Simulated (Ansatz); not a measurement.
# Resistivity from frozen vibrations: W(100) with 4 thermally displaced layers, 2x2, part 2 of 2

How much do lattice vibrations at 800 K scatter the electrons of W? Layers with random displacements are laid between perfect leads, and the resistance is followed against their length.

Ansatz 0.2.0; Ansatz plane-wave DFT, PBE, PAW files; ballistic transport by layer matching (Landauer), zero bias; PAW set soft_1.

So far, open channels per spin nearest the Fermi level: step 2 (with 4 displaced layers) 5.66.

## (4) With 12 displaced layers

Each atom of 12 layers is moved at random, by amounts drawn from a normal law 0.0631 Å wide in each direction from the Debye model (400 K) at 800 K. A fresh draw is used; the growth of the resistance with length is what counts.

System of this step: W(100) with 12 thermally displaced layers, 2x2. The cell holds 88 atoms: 88 W. Cell: a = 6.330 Å, b = 6.330 Å, c = 34.813 Å, α = 90.0°, β = 90.0°, γ = 90.0°. It derives from W. Regions: lead, 40 atoms (40 W); scattering region, 48 atoms (48 W). The structure is stacked along c, and the current runs across the ab planes.

File input.yaml:

```yaml
crystal:
  lattice:
    - [6.3296, 0.0, 0.0]
    - [0.0, 6.3296, 0.0]
    - [0.0, 0.0, 34.8128]
  atoms:
    - { symbol: W, position: [0.0, 0.0, 0.0227272727] }
    - { symbol: W, position: [0.0, 0.5, 0.0227272727] }
    - { symbol: W, position: [0.5, 0.0, 0.0227272727] }
    - { symbol: W, position: [0.5, 0.5, 0.0227272727] }
    - { symbol: W, position: [0.25, 0.25, 0.0681818182] }
    - { symbol: W, position: [0.25, 0.75, 0.0681818182] }
    - { symbol: W, position: [0.75, 0.25, 0.0681818182] }
    - { symbol: W, position: [0.75, 0.75, 0.0681818182] }
    - { symbol: W, position: [0.0, 0.0, 0.1136363636] }
    - { symbol: W, position: [0.0, 0.5, 0.1136363636] }
    - { symbol: W, position: [0.5, 0.0, 0.1136363636] }
    - { symbol: W, position: [0.5, 0.5, 0.1136363636] }
    - { symbol: W, position: [0.25, 0.25, 0.1590909091] }
    - { symbol: W, position: [0.25, 0.75, 0.1590909091] }
    - { symbol: W, position: [0.75, 0.25, 0.1590909091] }
    - { symbol: W, position: [0.75, 0.75, 0.1590909091] }
    - { symbol: W, position: [0.0, 0.0, 0.2045454545] }
    - { symbol: W, position: [0.0, 0.5, 0.2045454545] }
    - { symbol: W, position: [0.5, 0.0, 0.2045454545] }
    - { symbol: W, position: [0.5, 0.5, 0.2045454545] }
    - { symbol: W, position: [0.2445399434, 0.2490767409, 0.2504562747] }
    - { symbol: W, position: [0.2466199934, 0.730813699, 0.2498689216] }
    - { symbol: W, position: [0.7522475389, 0.260816271, 0.2510479019] }
    - { symbol: W, position: [0.743581297, 0.7427812452, 0.2536460299] }
    - { symbol: W, position: [0.0075465056, 0.0182662934, 0.2993160933] }
    - { symbol: W, position: [0.9918406512, 0.5038425735, 0.2962853883] }
    - { symbol: W, position: [0.5055814234, 0.0054047886, 0.2958209526] }
    - { symbol: W, position: [0.5017367187, 0.4850144654, 0.2951546059] }
    - { symbol: W, position: [0.2425434401, 0.2512575612, 0.3400612396] }
    - { symbol: W, position: [0.2561689614, 0.7581692432, 0.3414688755] }
    - { symbol: W, position: [0.7531533769, 0.2509270255, 0.3400970515] }
    - { symbol: W, position: [0.7483593082, 0.7450565581, 0.3416126692] }
    - { symbol: W, position: [0.0001407634, 0.0057976437, 0.3839542573] }
    - { symbol: W, position: [0.0088544708, 0.4923930707, 0.3850320845] }
    - { symbol: W, position: [0.4980307562, 0.994380952, 0.3868915646] }
    - { symbol: W, position: [0.4942734333, 0.4893333155, 0.3848298523] }
    - { symbol: W, position: [0.2630853726, 0.2504414208, 0.4297009752] }
    - { symbol: W, position: [0.250083554, 0.7344814045, 0.4350633928] }
    - { symbol: W, position: [0.7347952605, 0.2547749521, 0.4328039959] }
    - { symbol: W, position: [0.7355380085, 0.7529948781, 0.4336264597] }
    - { symbol: W, position: [0.0046634715, 0.0026033069, 0.478993825] }
    - { symbol: W, position: [0.0016048192, 0.5033554163, 0.4770429478] }
    - { symbol: W, position: [0.5063014622, 0.990610885, 0.4787085156] }
    - { symbol: W, position: [0.494960257, 0.4891221135, 0.477935072] }
    - { symbol: W, position: [0.2668850882, 0.2595915226, 0.5217921902] }
    - { symbol: W, position: [0.2569622614, 0.7454698391, 0.5225023751] }
    - { symbol: W, position: [0.7508929334, 0.2268886821, 0.5230747481] }
    - { symbol: W, position: [0.7397309519, 0.7430443318, 0.5200536041] }
    - { symbol: W, position: [0.9848742519, 0.9905921319, 0.5696789614] }
    - { symbol: W, position: [0.016616653, 0.499748611, 0.5701616786] }
    - { symbol: W, position: [0.4973671273, 0.9809304918, 0.5684536779] }
    - { symbol: W, position: [0.5044447772, 0.4957250925, 0.5687298735] }
    - { symbol: W, position: [0.2557105237, 0.2413886027, 0.6109582636] }
    - { symbol: W, position: [0.2477932698, 0.7478949383, 0.612996842] }
    - { symbol: W, position: [0.7598465364, 0.2672105634, 0.6128808134] }
    - { symbol: W, position: [0.75697051, 0.7593845965, 0.6149296059] }
    - { symbol: W, position: [0.0104473495, 0.9961177842, 0.6604324785] }
    - { symbol: W, position: [0.0201916441, 0.5080155464, 0.6579667901] }
    - { symbol: W, position: [0.5060611627, 0.0125906451, 0.6597600311] }
    - { symbol: W, position: [0.4943807914, 0.5153902751, 0.6568245738] }
    - { symbol: W, position: [0.2550210274, 0.2498386691, 0.7023808538] }
    - { symbol: W, position: [0.2621624666, 0.7534697383, 0.7024295755] }
    - { symbol: W, position: [0.7560014785, 0.2456953322, 0.7010949262] }
    - { symbol: W, position: [0.7431290436, 0.752628592, 0.7056982421] }
    - { symbol: W, position: [0.0016513003, 0.0004504638, 0.7508522828] }
    - { symbol: W, position: [0.9978957805, 0.511738632, 0.7502695477] }
    - { symbol: W, position: [0.5029314953, 0.0053937852, 0.7480829235] }
    - { symbol: W, position: [0.4929263599, 0.5152456413, 0.7506080508] }
    - { symbol: W, position: [0.25, 0.25, 0.7954545455] }
    - { symbol: W, position: [0.25, 0.75, 0.7954545455] }
    - { symbol: W, position: [0.75, 0.25, 0.7954545455] }
    - { symbol: W, position: [0.75, 0.75, 0.7954545455] }
    - { symbol: W, position: [0.0, 0.0, 0.8409090909] }
    - { symbol: W, position: [0.0, 0.5, 0.8409090909] }
    - { symbol: W, position: [0.5, 0.0, 0.8409090909] }
    - { symbol: W, position: [0.5, 0.5, 0.8409090909] }
    - { symbol: W, position: [0.25, 0.25, 0.8863636364] }
    - { symbol: W, position: [0.25, 0.75, 0.8863636364] }
    - { symbol: W, position: [0.75, 0.25, 0.8863636364] }
    - { symbol: W, position: [0.75, 0.75, 0.8863636364] }
    - { symbol: W, position: [0.0, 0.0, 0.9318181818] }
    - { symbol: W, position: [0.0, 0.5, 0.9318181818] }
    - { symbol: W, position: [0.5, 0.0, 0.9318181818] }
    - { symbol: W, position: [0.5, 0.5, 0.9318181818] }
    - { symbol: W, position: [0.25, 0.25, 0.9772727273] }
    - { symbol: W, position: [0.25, 0.75, 0.9772727273] }
    - { symbol: W, position: [0.75, 0.25, 0.9772727273] }
    - { symbol: W, position: [0.75, 0.75, 0.9772727273] }
kpoints:
  mp_grid: { grid: [4, 4, 1] }
hamiltonian:
  xc: pbe
  pseudopotentials: { kind: paw, azcp: { folder: soft_1 } }
scf:
  occupations: { method: fermi_dirac, width: 0.1 }
output:
  transmission: { leads: [[0, 4]], kmesh: [8, 8], e_range: [-0.05, 0.05], de: 0.05 }
  write_potential: true
  write_density: true
  volumetric_format: npy
```

Launch:

```bash
$ ansatz run input.yaml --threads 4 --pin off --max-ram 15360MiB --backend cpu --events-out ev --progress --plain --runs-dir out
```

Numbers of over 12 decimals in the logs are rounded to 6 here.

What it wrote:

```text
[...]
Crystal: 88 atoms, lattice volume = 1394.734 Å³
Basis set: ecut = 420 eV, 27305 PW (Γ)
Bands: 740, of which v1, the nominal top of the filled ones, is band 616 counted from 1 (615 counted from 0)
Symmetry: 1 space group operations
[...]
k-points: 10 of 16 (time reversal used)
[...]
SCF iter   1: F=—  HF=-913974.047315 eV  |F-HF|=—  |Δ(HF+E_count)|=         —  Δρ=6.30e-2  dr2=5.48e1  ethr=3.10e-3  ⟨swp⟩=4.6  Hψ=26980  notcnv=0
[...]
SCF iter   8: F=-913957.065880 eV  HF=-913957.065880 eV  |F-HF|=6.04e-8  |Δ(HF+E_count)|=   6.29e-9  Δρ=9.37e-7  dr2=6.71e-8  ethr=8.12e-12  ⟨swp⟩=6.5  Hψ=16214  notcnv=0
SCF 1 converged in 8 iterations: F = -913957.065880 eV  dr2 = 6.71e-8
[...]
transmission: 184 of 1836 steps passed
transmission: 368 of 1836 steps passed
[...]
transmission: 1836 of 1836 steps passed
SCF converged after 8 iterations
Free energy (F): -913957.065880 eV
[...]
Internal energy: -913955.580860 eV  (E = F + TS)
E sigma→0 (E₀):  -913956.323370 eV
Entropy (-TS):   -1.485020 eV (-16.875 meV/atom)
Fermi energy:    22.410009 eV
[...]
--- Band table (eV; the first three rows and the last of 10) ---
  k-point 0: bands = [... 612 lower, 22.2394, 22.2491, 22.2735, 22.2858, 22.3064, 22.3829, 22.4359, 22.5176, ... 120 higher]
  k-point 1: bands = [... 612 lower, 22.3359, 22.3496, 22.3596, 22.3788, 22.3935, 22.4159, 22.4271, 22.4446, ... 120 higher]
  k-point 2: bands = [... 612 lower, 22.4073, 22.4403, 22.4497, 22.4780, 22.4974, 22.5196, 22.5330, 22.5502, ... 120 higher]
  k-point 9: bands = [... 612 lower, 21.6897, 21.7236, 21.7790, 21.8126, 22.4430, 22.4944, 22.5519, 22.5705, ... 120 higher]
--- Transmission ---
  basis      : 349 plane waves across, 54 finite elements along
  points     : 34, standing for a mesh of 8 x 8
[...]
channels       : 5.281250e0 a spin
[...]
slowest decay  : 0.0383 /Å at (0.5000, 0.5000)
  junction   : crystal 0 to crystal 0, 0.70 to 33.93 Å
    transmission   : 3.720572e0 a spin
[...]
```

Run time: 26 min. Hardware: 4 threads of Arm Neoverse V2, shared host; peak memory 8.3 GiB.

Numbers from this step:

```yaml
free_energy: -913957.0659 eV
energy_at_zero_smearing: -913956.3234 eV
transmission_per_spin_nearest_the_fermi_level: 3.721
step_of_the_lead_s_potential: 6.6 meV
```

Per spin. Transmission, zone mean against energy, zero at the Fermi level:

```
energy (eV)  transmission, zone mean
    -0.0500                     3.55
     0.0000                     3.72
     0.0500                     3.85
```

Over the solved energies the transmission per spin lies between 3.55 and 3.85, out of 5.20 channels of the lead on average (up to 5.66).

## (5) Resistance against length

This step: Ansatz plane-wave DFT, PBE, PAW files; ballistic transport by layer matching (Landauer), zero bias; resistivity from the slope of the area resistance; PAW set soft_1 (Ansatz 0.2.0).

Numbers from this step:

| Property | Result |
| --- | --- |
| resistivity | 21.02 µΩ cm |
| intercept | 0.01878 fΩ m² |
| scatter about the fit | 0.02608 fΩ m² |

Resistance, by row:

```
run  length (Å)      T  channels N  RA (fΩ m²)
 n4        6.33  4.809        5.49      0.1334
 n8       12.66  3.928       5.198      0.3218
n12       18.99  3.709       5.198      0.3995
```

The area resistance by length of the displaced region:

```
length of the displaced region (Å)  area resistance (fΩ m²)
                              6.33                    0.133
                             12.66                    0.322
                             18.99                    0.400
```

The area resistance goes from 0.13 to 0.40 fΩ m² between 6.3 and 19.0 Å, a slope of 21 µΩ cm.

By hand from the end points: (0.3995 − 0.1334) fΩ m² / (18.99 − 6.33) Å = 21 µΩ cm, since 1 fΩ m² per Å is 1000 µΩ cm.

## (6) Summary of results

```yaml
resistivity_from_the_slope: 21.0 µΩ cm
area_resistance_over_6p33_a: 0.133 fΩ m²
area_resistance_over_12p7_a: 0.322 fΩ m²
area_resistance_over_19p0_a: 0.400 fΩ m²
```

What this shows: The slope gives 21 µΩ cm. The points scatter by 0.026 fΩ m² about the line, with one random draw a length in a 2x2 cell, so the slope is a rough value. The mean square of the displacements drawn is 0.75, 0.94 and 0.81 of the nominal one at the three lengths; with each resistance scaled back by that, the slope is 25 µΩ cm, the value used below. The lead's own channel count moves between the runs (5.49, 5.20 and 5.20), which shifts RA and the slope too. Read with a model of isotropic scattering on a spherical Fermi surface and the lead's 1.1×10¹⁵ S/m², this slope means a mean free path near 30 Å; over these lengths the model's slope is 1.07 times its bulk resistivity, which would be 23 µΩ cm. Uncorrelated displacements put too much weight on short waves, which scatter strongly; with the sideways repeat of a small cell, one draw and three short lengths, the method is good to a factor of two or three. Spin-orbit coupling is left out, which matters for W.

[Logs are printed without paths, hosts, clocks, repeated set-up lines and the standing remarks that a program may print on its own settings, such as how far it seeks lower states.]

[Hosts, paths, dates, database ids (printed as entryN), source tags and the programs' standing remarks are cut or masked in the printed files.]
